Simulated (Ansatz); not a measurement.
# 1T-VSe2 monolayer in a perpendicular field

Wanted: the out-of-plane response of the 1T-VSe2 monolayer. A positive field points along +c.

Program: Ansatz 0.2.0. Level of theory: plane-wave DFT, r2SCAN-D4, Ansatz PAW. Results are calculated unless marked as measured.

**1. The starting structure**

The cell holds 3 atoms: 2 Se and 1 V. Cell: a = 3.330 Å, b = 3.330 Å, c = 37.992 Å, α = 90.0°, β = 90.0°, γ = 120.0°. Vacuum lies along c.

**2. Relaxing the slab**

The starting cell is a guess, so the in-plane lattice and the atoms are relaxed first, with the slab cut off from its images along the normal.

The input, input.yaml:

```yaml
crystal:
  lattice:
    - [3.33, 0.0, 0.0]
    - [-1.665, 2.8838645946, 0.0]
    - [0.0, 0.0, 37.9917668892]
  atoms:
    - { symbol: Se, position: [0.6666666667, 0.3333333333, 0.4540457423] }
    - { symbol: V, position: [0.0, 0.0, 0.5], spin: 1.0 }
    - { symbol: Se, position: [0.3333333333, 0.6666666667, 0.5459542577] }
  periodic: [true, true, false]
magnetization:
  spin_polarized: true
kpoints:
  mp_grid: { grid: [12, 12, 1] }
hamiltonian:
  xc: r2scan
  dispersion: d4
scf:
  occupations: { method: fermi_dirac, width: 0.05 }
  convergence: { dr2_threshold: 1.0e-09 }
relax:
  f_tol: 0.004
  max_steps: 90
  cell: {}
output:
  write_potential: true
  write_density: true
  volumetric_format: npy
```

Run with:

```bash
$ ansatz run input.yaml --threads 4 --pin off --max-ram 12288MiB --backend cpu --events-out ev --progress --plain --runs-dir out
```

Numbers of over 12 decimals in the logs are rounded to 6 here.

The log of the run:

```text
Warning: relax.cell: scf.convergence.dr2_threshold = 1e-9 eV is looser than the 1.64810014217e-10 eV advised for a relaxation that steers and ends on the stress (1e-10 eV for each atom of the cell: 3, times the square of relax.cell.stress_2d_tol = 0.05 N/m over 13.5 Å (the atoms' height at the walk's start and 5 Å past either face), 3.706e-2 GPa, over a crystal's default 0.05). What an SCF threshold leaves in a stress goes as its square root, and in the free energy as the threshold itself, and one threshold admits the most on a small cell: [figures from the program's tests cut] Set scf.convergence.dr2_threshold to 1.64810014217e-10 eV or tighter. [rest of the remark cut]
Engine: ansatz 0.2.0, x86_64-unknown-linux-gnu
Pseudopotentials: kind: paw
Pseudopotential: Se, paw, valence charge 16, recommended cutoff 500 eV (meta_gga), Se.paw.azcp
Pseudopotential: V, paw, valence charge 13, recommended cutoff 500 eV (meta_gga), V.paw.azcp
Functional definition: r2SCAN
  parameter k0 = 0.174
  parameter k1 = 0.065
  parameter a1 = 4.9479
  exchange = r2scan_x(k0 = k0, k1 = k1, a1 = a1)
  correlation = r2scan_c
Crystal: 3 atoms, lattice volume = 364.845 Å³
Basis set: ecut = 500 eV, 9115 PW (Γ), exchange–correlation on 100×100×1152 points (64 copies of the dense FFT grid, shifted against one another)
Bands: 28, of which v1, the nominal top of the filled ones, is band 23 counted from 1 (22 counted from 0)
Symmetry: 12 space group operations
Space group: P-3m1 (ITA 164), of the structure as read, at distance tolerance 7.1e-5 Å
Magnetic group: BNS 164.85 (UNI 1315), of the structure as read, at distance tolerance 7.1e-5 Å
k-points: 19 of 144
Non-local potential: Se, projectors of the file, l = 0: 2, l = 1: 2, l = 2: 3, l = 3: 1
Non-local potential: V, projectors of the file, l = 0: 3, l = 1: 2, l = 2: 3, l = 3: 1
PAW form: soft (Blöchl's): semilocal exchange-correlation on the pseudo side does not see the compensation charge
PAW frozen core: Se, regenerated for the run's functional (the file was generated under x = pbe(κ = 0.804, μ = 0.219515), c = pbe(β = 0.066725))
PAW frozen core: V, regenerated for the run's functional (the file was generated under x = pbe(κ = 0.804, μ = 0.219515), c = pbe(β = 0.066725))
PAW one-centre angular grid: Se, 590 points (default); XC on 160 Gauss nodes
PAW one-centre angular grid: V, 590 points (default); XC on 160 Gauss nodes
Initial density: superposition of atomic densities (neutral atoms: chi_scale 0, normalization atom)
Starting moments: Σ|m| = 1 μB on 1 of 3 sites
Initial wavefunctions: pseudopotential atomic-orbital guess
Functional: x = r2scan, c = r2scan; τ floored in thin density (d = 2e-4 eV/Å³)
SCF iter   1: F=—  HF=-13876.088435 eV  |F-HF|=—  |Δ(HF+E_count)|=         —  Δρ=1.16e-2 (↑1.16e-2 ↓1.00e-2)  dr2=1.87e0  dr2_τ=7.71e-3  dr2_m=2.13e-2  M=0.755 μB ∫|m|=1.080 μB  β_m=1.00  ethr=3.10e-3  ⟨swp⟩=14.4  Hψ=6685  notcnv=0
Mixer restart at iter 1: flushing history
preconditioner: auto → LDOS  [metal: Δε(μ)=0.066 eV  Ē_g=8.145 eV  σ=0.050 eV  W_gap=0.31  n_scr=22 (ndim 8)  ℏωp=8.0 eV  f_vac=0.800  D(μ)=1.20/eV (n_scr^D=8)]
spin=Collinear: LDOS preconditioning applied to the charge; magnetization (m = ρ↑ − ρ↓) channel mixes plain (no charge-response kernel on spin).
SCF iter   2: F=—  HF=-13875.663121 eV  |F-HF|=—  |Δ(HF+E_count)|=   4.25e-1  Δρ=7.02e-3 (↑4.47e-3 ↓7.02e-3)  dr2=5.17e-1  dr2_τ=1.68e-3  dr2_m=1.07e-2  M=0.829 μB ∫|m|=1.226 μB  β_m=0.61  ethr=3.10e-3  ⟨swp⟩=3.2  Hψ=2156  notcnv=0  defer=8  κ⁻¹=1.0e0(r=1)
preconditioner: auto → Resta (q_TF=auto, 1.925 Å⁻¹)  ε∞=2.0  [insulator: Δε(μ)=0.170 eV  Ē_g=7.915 eV  σ=0.050 eV  W_gap=0.53  n_scr=22 (ndim 8)  ℏωp=8.0 eV  f_vac=0.802  D(μ)=1.34/eV (n_scr^D=8)  ε∞_Penn≈2.0  vacuum switching on, ρ_ref=4.5e-3 e/Å³]
spin=Collinear: Resta preconditioning applied to the charge; magnetization (m = ρ↑ − ρ↓) channel mixes plain (no charge-response kernel on spin).
SCF iter   3: F=—  HF=-13875.506968 eV  |F-HF|=—  |Δ(HF+E_count)|=   1.56e-1  Δρ=4.30e-3 (↑4.30e-3 ↓2.43e-3)  dr2=8.42e-2  dr2_τ=1.96e-3  dr2_m=1.77e-2  M=0.910 μB ∫|m|=1.369 μB  β_m=1.00  ethr=1.15e-3  ⟨swp⟩=3.4  Hψ=2153  notcnv=0  defer=8  κ⁻¹=1.7e-1(r=2)
SCF iter   4: F=—  HF=-13875.598342 eV  |F-HF|=—  |Δ(HF+E_count)|=         —  Δρ=5.70e-3 (↑5.70e-3 ↓4.05e-3)  dr2=4.28e-2  dr2_τ=2.92e-3  dr2_m=6.83e-2  M=1.097 μB ∫|m|=1.728 μB  β_m=1.00  ethr=1.87e-4  ⟨swp⟩=3.0  Hψ=1911  notcnv=0  defer=8  κ⁻¹=1.7e-1(r=2)
SCF iter   5: F=—  HF=-13875.594853 eV  |F-HF|=—  |Δ(HF+E_count)|=         —  Δρ=5.04e-3 (↑5.04e-3 ↓2.23e-3)  dr2=7.53e-2  dr2_τ=1.97e-3  dr2_m=3.58e-2  M=1.196 μB ∫|m|=2.029 μB  β_m=1.00  ethr=9.51e-5  ⟨swp⟩=2.9  Hψ=2264  notcnv=0  defer=8  κ⁻¹=1.7e-1(r=2)
SCF iter   6: F=—  HF=-13875.591129 eV  |F-HF|=—  |Δ(HF+E_count)|=   3.72e-3  Δρ=2.49e-3 (↑2.49e-3 ↓1.36e-3)  dr2=3.01e-2  dr2_τ=4.91e-4  dr2_m=5.67e-3  M=1.208 μB ∫|m|=2.145 μB  β_m=1.00  ethr=9.51e-5  ⟨swp⟩=2.7  Hψ=1658  notcnv=0  defer=10  κ⁻¹=1.3e-2(r=3)
SCF iter   7: F=—  HF=-13875.627729 eV  |F-HF|=—  |Δ(HF+E_count)|=   3.66e-2  Δρ=1.05e-3 (↑1.05e-3 ↓9.17e-4)  dr2=6.68e-3  dr2_τ=9.89e-5  dr2_m=2.21e-4  M=1.223 μB ∫|m|=2.238 μB  β_m=1.00  ethr=6.69e-5  ⟨swp⟩=3.1  Hψ=1991  notcnv=0  defer=12  κ⁻¹=6.5e-4(r=4)
SCF iter   8: F=—  HF=-13875.667961 eV  |F-HF|=—  |Δ(HF+E_count)|=   4.02e-2  Δρ=4.52e-4 (↑4.52e-4 ↓3.78e-4)  dr2=5.95e-4  dr2_τ=2.12e-5  dr2_m=2.01e-4  M=1.250 μB ∫|m|=2.164 μB  β_m=1.00  ethr=1.49e-5  ⟨swp⟩=3.1  Hψ=2534  notcnv=0  defer=17  κ⁻¹=6.3e-5(r=5)
SCF iter   9: F=—  HF=-13875.669424 eV  |F-HF|=—  |Δ(HF+E_count)|=   1.46e-3  Δρ=2.77e-4 (↑2.77e-4 ↓2.01e-4)  dr2=2.23e-4  dr2_τ=5.41e-6  dr2_m=4.13e-5  M=1.270 μB ∫|m|=2.128 μB  β_m=1.00  ethr=1.32e-6  ⟨swp⟩=3.0  Hψ=2391  notcnv=0  defer=17  κ⁻¹=4.9e-5(r=6)
SCF iter  10: F=—  HF=-13875.669116 eV  |F-HF|=—  |Δ(HF+E_count)|=   3.07e-4  Δρ=1.80e-4 (↑1.80e-4 ↓1.29e-4)  dr2=8.60e-5  dr2_τ=2.52e-6  dr2_m=1.82e-5  M=1.275 μB ∫|m|=2.111 μB  β_m=1.00  ethr=4.96e-7  ⟨swp⟩=3.0  Hψ=2318  notcnv=0  defer=17  κ⁻¹=1.0e-5(r=7)
SCF iter  11: F=—  HF=-13875.669139 eV  |F-HF|=—  |Δ(HF+E_count)|=   2.22e-5  Δρ=9.67e-5 (↑6.74e-5 ↓9.67e-5)  dr2=3.03e-5  dr2_τ=7.65e-7  dr2_m=6.94e-6  M=1.270 μB ∫|m|=2.135 μB  β_m=1.00  ethr=1.91e-7  ⟨swp⟩=3.0  Hψ=2351  notcnv=0  defer=17  κ⁻¹=4.4e-6(r=8)
SCF iter  12: F=—  HF=-13875.669274 eV  |F-HF|=—  |Δ(HF+E_count)|=   1.35e-4  Δρ=3.25e-5 (↑3.25e-5 ↓2.32e-5)  dr2=5.92e-6  dr2_τ=1.23e-7  dr2_m=1.35e-6  M=1.265 μB ∫|m|=2.156 μB  β_m=1.00  ethr=6.72e-8  ⟨swp⟩=3.0  Hψ=2275  notcnv=0  defer=17  κ⁻¹=1.6e-6(r=8)
[...]
SCF iter   2: F=—  HF=-13876.035154 eV  |F-HF|=—  |Δ(HF+E_count)|=   6.18e-4  Δρ=3.37e-5 (↑3.26e-5 ↓3.37e-5)  dr2=1.90e-6  dr2_τ=1.00e-5  dr2_m=2.88e-7  M=1.092 μB ∫|m|=1.853 μB  β_m=1.00  ethr=1.01e-7  ⟨swp⟩=4.1  Hψ=2151  notcnv=0  κ⁻¹=1.0e0(r=1)
SCF iter   3: F=—  HF=-13876.035368 eV  |F-HF|=—  |Δ(HF+E_count)|=   2.13e-4  Δρ=2.40e-5 (↑2.36e-5 ↓2.40e-5)  dr2=6.08e-7  dr2_τ=3.32e-6  dr2_m=2.14e-8  M=1.092 μB ∫|m|=1.853 μB  β_m=1.00  ethr=4.23e-9  ⟨swp⟩=3.8  Hψ=2431  notcnv=0  κ⁻¹=1.0e-2(r=2)
SCF iter   4: F=—  HF=-13876.035697 eV  |F-HF|=—  |Δ(HF+E_count)|=   3.30e-4  Δρ=1.26e-5 (↑1.26e-5 ↓1.26e-5)  dr2=1.54e-7  dr2_τ=3.90e-7  dr2_m=1.77e-9  M=1.092 μB ∫|m|=1.852 μB  β_m=1.00  ethr=1.35e-9  ⟨swp⟩=3.8  Hψ=2597  notcnv=0  κ⁻¹=2.6e-3(r=3)
SCF iter   5: F=—  HF=-13876.035874 eV  |F-HF|=—  |Δ(HF+E_count)|=   1.77e-4  Δρ=5.00e-6 (↑4.91e-6 ↓5.00e-6)  dr2=5.80e-8  dr2_τ=2.77e-8  dr2_m=1.23e-9  M=1.092 μB ∫|m|=1.852 μB  β_m=1.00  ethr=3.43e-10  ⟨swp⟩=4.3  Hψ=2775  notcnv=0  κ⁻¹=5.3e-4(r=4)
SCF iter   6: F=—  HF=-13876.035932 eV  |F-HF|=—  |Δ(HF+E_count)|=   5.78e-5  Δρ=1.62e-6 (↑1.59e-6 ↓1.62e-6)  dr2=1.87e-8  dr2_τ=1.76e-9  dr2_m=3.60e-10  M=1.092 μB ∫|m|=1.852 μB  β_m=1.00  ethr=1.29e-10  ⟨swp⟩=4.3  Hψ=2776  notcnv=0  κ⁻¹=1.2e-4(r=5)
SCF iter   7: F=—  HF=-13876.035939 eV  |F-HF|=—  |Δ(HF+E_count)|=   6.82e-6  Δρ=6.36e-7 (↑6.36e-7 ↓6.14e-7)  dr2=4.48e-9  dr2_τ=5.14e-11  dr2_m=2.43e-11  M=1.092 μB ∫|m|=1.852 μB  β_m=1.00  ethr=4.15e-11  ⟨swp⟩=4.1  Hψ=2630  notcnv=0  κ⁻¹=2.4e-5(r=6)
SCF iter   8: F=—  HF=-13876.035939 eV  |F-HF|=—  |Δ(HF+E_count)|=   1.87e-7  Δρ=3.88e-7 (↑3.60e-7 ↓3.88e-7)  dr2=7.49e-10  dr2_τ=7.81e-11  dr2_m=2.73e-11  M=1.092 μB ∫|m|=1.852 μB  β_m=1.00  ethr=9.95e-12  ⟨swp⟩=3.3  Hψ=2275  notcnv=0  κ⁻¹=4.4e-6(r=7)
SCF iter   9: F=—  HF=-13876.035939 eV  |F-HF|=—  |Δ(HF+E_count)|=   4.69e-8  Δρ=3.00e-7 (↑2.94e-7 ↓3.00e-7)  dr2=2.40e-10  dr2_τ=7.46e-11  dr2_m=8.57e-12  M=1.092 μB ∫|m|=1.852 μB  β_m=1.00  ethr=1.66e-12  ⟨swp⟩=3.1  Hψ=2237  notcnv=0  κ⁻¹=1.0e-6(r=8)
iter 10 met the thresholds in force, and the SCF goes on: an eigenvalue changes by 2.32 meV, over its tolerance of 1.05 meV (output.eigenvalues, Limitations)
SCF iter  10: F=-13876.035939 eV  HF=-13876.035939 eV  |F-HF|=1.11e-8  |Δ(HF+E_count)|=   1.66e-7  Δρ=2.12e-7 (↑2.12e-7 ↓1.23e-7)  dr2=1.01e-10  dr2_τ=7.28e-12  dr2_m=2.17e-11  M=1.092 μB ∫|m|=1.852 μB  β_m=1.00  ethr=1.00e-12  ⟨swp⟩=10.9  Hψ=7098  notcnv=0  κ⁻¹=2.3e-6(r=8)
iter 11 met the thresholds in force, and the SCF goes on: an eigenvalue changes by 1.73 meV, over its tolerance of 1.03 meV (output.eigenvalues, Limitations)
SCF iter  11: F=-13876.035939 eV  HF=-13876.035939 eV  |F-HF|=2.64e-9  |Δ(HF+E_count)|=   8.53e-9  Δρ=1.87e-7 (↑1.87e-7 ↓8.78e-8)  dr2=7.35e-11  dr2_τ=2.59e-12  dr2_m=1.54e-11  M=1.092 μB ∫|m|=1.852 μB  β_m=1.00  ethr=1.00e-12  ⟨swp⟩=7.3  Hψ=5590  notcnv=0
Mixer restart at iter 11: flushing history
SCF iter  12: F=-13876.035939 eV  HF=-13876.035939 eV  |F-HF|=4.00e-11  |Δ(HF+E_count)|=   2.70e-9  Δρ=1.35e-7 (↑1.35e-7 ↓1.61e-8)  dr2=2.38e-11  dr2_τ=9.61e-13  dr2_m=1.79e-11  M=1.092 μB ∫|m|=1.852 μB  ethr=1.00e-12  ⟨swp⟩=7.9  Hψ=5573  notcnv=0
SCF 6 converged in 12 iterations: F = -13876.035939 eV  dr2 = 2.38e-11
relax step   6: F+E_penalty+E_count = -13876.03593874 eV  Δ(F+E_penalty+E_count) = -5.628e-4 eV  max|allowed force component| = 2.879e-4 eV/Å  Δτ_max = 0.0000 Å  P = +0.003 N/m  Ω = 380.508 Å³  fix = [c, alpha, beta]  reactions: c +0.000 N/m  stress off target by 2.95e-3 N/m on what of the cell is left free  SCF on the basis re-selected at this cell (its energy is not comparable with the rows above)  (12 SCF iters)
basis re-selected at this cell: Δ(F+E_penalty+E_count) = -5.628e-4 eV, ΔP = +0.004 N/m vs the last step (what re-selecting the basis moved, of the pressure what is left beyond the Pulay correction that the steps carried, after the strain that the cell walked since its last selection, with what the two solves' SCF thresholds leave and, on support functions, any second-order correction that the steps lacked; it is no m [...]
WARN: The output density's exchange-correlation potential varies sharply where the density is thin. Do not read a vacuum level from v_tot or v_xc, or from such a field of the output density. On a cell that repeats whose density bears no net charge and no dipole along the vacuum's axis use v_es (v_loc + v_h of the components); under efield.dipole_correction with no amplitude use v_es + v_field, which holds any externa [...]
SCF converged after 12 iterations
Stability not checked: this state was not tested for a lower state beside it, because the mixer in use, unlike msr1, does not test its closes by its own steps (another_mixer; see scf.mixing.algorithm and scf.lower_state_search)
an eigenvalue changed by more than its tolerance at an iteration that met the thresholds in force, so the SCF went on 2 times, its first undamped step at iteration 11: the last check found none over its tolerance
Magnetization: 1.0923 μB (23.0461 up, 21.9539 down)
Absolute magnetization: 1.8363 μB (∫|ρ↑−ρ↓|, with the PAW one-centre terms)
Spin contamination: 0.1492 ħ² per cell (⟨S²⟩ above its minimum at these occupations)
Per-site moments (μB) at R_I (Å): [(-0.130986, 1.028783), (1.251022, 1.028783), (-0.130986, 1.028783)]
Free energy (F): -13876.035939 eV
Harris-Foulkes:  -13876.035939 eV  (|F-HF|=4.00e-11)
Internal energy: -13876.025052 eV  (E = F + TS)
E sigma→0 (E₀):  -13876.030495 eV
Entropy (-TS):   -0.010887 eV (-3.629 meV/atom)
Fermi energy:    -5.315064 eV
--- Per-component energies (eV) ---
  E_band       = -1673.076810
  E_kinetic    = 572.997261
  E_local      = -150419.588760  (includes V_loc(G=0)·N_el)
  E_nonlocal   = -1235.732204
  E_hartree    = 74786.545115
  E_xc         = -323.309555
  E_vxc        = -395.913152  (∫ρ·V_xc dr)
  E_paw        = -4971.442861  (= ΣΔE_a)
  E_vpaw       = 209.210719  (= ΣTr[D̂ρ^β])
  E_aug_tail   = -0.000244  (compensation charges beyond the density's cutoff)
  E_vtau       = 22.858867  (kinetic-family band-sum trace: ∫τ·v_τ [+ j·A + Jᵃ·Aᵃ] dr)
  E_ewald      = 67718.558462
  E_disp       = -0.256944  (pairwise vdW)
  E_core_change = -3.795321  (= ΣΔE_core)
  E_smearing   = -0.010887  (= −TS)
  E_closure    = -0.000000  (closes the sum)
  Σ components = -13876.035939   (vs F -13876.035939, Δ=0.00e0)
--- Forces (eV/Å), atoms counted from 1 ---
  atom   1  Se    -0.00000000     0.00000000     0.00028795
  atom   2  V      0.00000000     0.00000000     0.00000000
  atom   3  Se     0.00000000    -0.00000000    -0.00028795
  max |Σ_I F_I| component: 2.31e-18 eV/Å
--- 2D stress c σ (N/m, compression-positive) ---
        0.002953       0.000000      -0.000000
       -0.000000       0.002953      -0.000000
       -0.000000      -0.000000       0.000000
  P = ½ c Tr σ = 0.0030 N/m
--- Band table (eV; the first three rows and the last of 38) ---
  k-point 0 ↑: bands = [... 19 lower, -7.1787, -6.2699, -6.2699, -5.7226, -4.5568, -4.5568, -1.9832, -1.9832, ... 1 higher]
  k-point 1 ↑: bands = [... 19 lower, -6.9432, -6.4733, -6.4027, -5.8558, -4.7084, -4.5121, -2.4350, -2.0819, ... 1 higher]
  k-point 2 ↑: bands = [... 19 lower, -7.4361, -6.6631, -6.6234, -6.0407, -4.8161, -4.5026, -3.1148, -2.2664, ... 1 higher]
  k-point 18 ↓: bands = [... 19 lower, -8.6678, -7.9919, -7.9919, -3.5219, -3.3362, -3.3362, -2.3673, -2.3673, ... 1 higher]
  the weakly bound empty levels are not read free of the cell's end (no_gap_told)
--- Relaxed structure (5 steps of the walk, 5 accepted, 1 SCFs on fresh bases) ---
  F+E_penalty+E_count = -13876.03593874 eV   max|allowed force component| = 2.879e-4 eV/Å   (the final SCF, on the basis selected at the relaxed cell)
  cell:  # Å, volume = 380.5079 Å³
    - [3.400727, 0.0, 0]
    - [-1.700363, 2.945116, 0]
    - [0, 0, 37.9917668892]
  atoms:
    - { symbol: Se, position: [0.666667, 0.333333, 0.459520] }
    - { symbol: V, position: [0, 0, 0.5] }
    - { symbol: Se, position: [0.333333, 0.666667, 0.540480] }
```

It took 94 s on 4 threads of Intel Xeon Platinum 8488C (Sapphire Rapids), shared host; peak memory 1.8 GiB.

Relaxation path:

```tsv
step	energy less that of the first step (eV)	largest force component (eV/Å)	volume (Å³)
1	0.0000	1.7074	364.85
2	-0.3491	0.1061	367.89
3	-0.3649	0.0282	376.93
4	-0.3661	0.0101	380.56
5	-0.3662	0.0004	380.51
6*	-0.3667	0.0003	380.51
```

Relaxation steps marked * repeat the geometry before them on a plane-wave basis chosen anew for their cell, so energy and pressure can jump there.

Forces are held to the 12 operations that the run works with; a distortion that breaks them can't arise in this run.

```tsv
cell as run	before	after	change
a (Å)	3.330	3.401	+2.1 %
b (Å)	3.330	3.401	+2.1 %
```

The atoms that moved most (Å, along periodic axes as changes of fractional coordinates times the final cell, across vacuum about the mean position):

```tsv
atom	dx	dy	dz	length
Se3	0.000	0.000	-0.208	0.208
Se1	0.000	0.000	0.208	0.208
```

Final coordinates:

```xyz
3
Lattice="3.4007 0.0000 0.0000 -1.7004 2.9451 0.0000 0.0000 0.0000 37.9918" Properties=species:S:1:pos:R:3
Se    1.7004    0.9817   17.4580
V     0.0000    0.0000   18.9959
Se    0.0000    1.9634   20.5338
```

Numbers from this step:

```yaml
energy_at_zero_smearing: -13876.0305 eV
total_moment: 1.092 μB
site_moments: -0.1310, 1.251, -0.1310 μB
```

Site moment by atom:

```tsv
atom	site moment (μB)
Se1	-0.13
V2	1.25
Se3	-0.13
```

The lattice constant a goes from 3.330 to 3.401 Å.

(Continued in part 2 of 3.)

[Logs are printed without paths, hosts, clocks, repeated set-up lines and the standing remarks that a program may print on its own settings, such as how far it seeks lower states.]

[Hosts, paths, dates, database ids (printed as entryN), source tags and the programs' standing remarks are cut or masked in the printed files.]

[Maps of the electrostatic potential energy from Ansatz leave out the sawtooth potential of an applied field or a dipole correction, so their vacuum need not be flat; planar profiles and work functions include it.]
